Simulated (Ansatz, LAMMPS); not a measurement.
# Static equation of state of amorphous SiO1.8 (101 atoms)

Density of this cell: 2.18 g/cm³. The cell holds 101 atoms: 36 Si and 65 O. Cell: a = 11.454 Å, b = 11.881 Å, c = 11.528 Å, α = 87.9°, β = 87.6°, γ = 94.6°. The starting structure: 101 atoms (36 Si, 65 O) placed at random at 2.24 g/cm³, melted at 5000 K for 10 ps at fixed volume with the Tersoff Si-O potential (Munetoh et al., Comput. Mater. Sci. 39, 334 (2007)). Quenched from 5000 K to 700 K at 5 K/ps and fixed volume, annealed at 1400 K for 50 ps, held 5 ps.

Calculated with Ansatz 0.2.0: Kohn-Sham DFT, PBE, PAW (set soft_1), plane waves; cutoff 420 eV, Γ point, gaussian smearing of 0.05 eV. Cell and atoms were relaxed first, to V0 = 15.457 Å³ an atom at a residual P0 = 0.000 GPa. The cell was then scaled evenly, and the atoms were relaxed at each volume.

| volume (Å³/atom) | pressure (GPa) |
| --- | --- |
| 13.911 | 4.242 |
| 14.529 | ? |
| 14.993 | 1.264 |
| 15.920 | -0.4766 |

**Question.** Fit the third-order Birch–Murnaghan equation to the rows given and interpolate to the withheld row.

**Working.**

Take the Eulerian strain f = ½[(V0/V)^(2/3) − 1] and the normalised pressure F = (P − P0) / [3f(1 + 2f)^(5/2)]. The third-order Birch–Murnaghan equation is then the line F = B0 + (3/2)B0(B′ − 4) f, so u = f and v = F.

| u = f | v = F (GPa) |
| --- | --- |
| 0.0363827 | 32.6072 |
| 0.0102567 | 39.0532 |
| -0.00975665 | 17.0910 |

With n = 3: mean u = 0.0122942, mean v = 29.5838, Σ(u − ū)² = 0.0010706, Σ(u − ū)(v − v̄) = 0.32901. Slope b = 0.32901 / 0.0010706 = 307.30; intercept a = v̄ − b ū = 25.806.

So B0 = a = 25.8 GPa and B′ = 4 + 2b/(3a) = 11.9. At the withheld volume f = 0.02106, F = a + b f = 32.28 GPa, and P = P0 + 3f(1 + 2f)^(5/2) F.

Prediction at 14.529: 2.260 GPa. The run gave 2.147 GPa, so the fit is high by 0.11 GPa (5.2 % of the value).

The series isn't one smooth equation of state: even a line fitted to all rows, the withheld one included, misses F by up to 32.4 %, the count of bonds changes along the series, an atom moves over 0.5 Å in some relaxation and a scaled cell ends below the relaxed one in energy. B0 and B′ are then only the numbers of this fit, not moduli of the material. Among the rows given, the largest miss of the fit is at 13.911, by 0.57 GPa (12 % of the range of the table).

Limits: Static cells at zero temperature; the cell shape is held. The program notes that the SCF threshold of these relaxations is loose for the stress. The quench rate of 5 K/ps is many orders above laboratory rates, so the cell is likely richer in defects and strain than a real sample. The network of bonds at the start is that of the classical potential that made the cell, and needn't be the one that DFT or experiment would give. Only the Γ point is sampled, in a cell whose shortest periodic width is 11 Å.

[Hosts, paths, dates, database ids (printed as entryN), source tags and the programs' standing remarks are cut or masked in the printed files.]
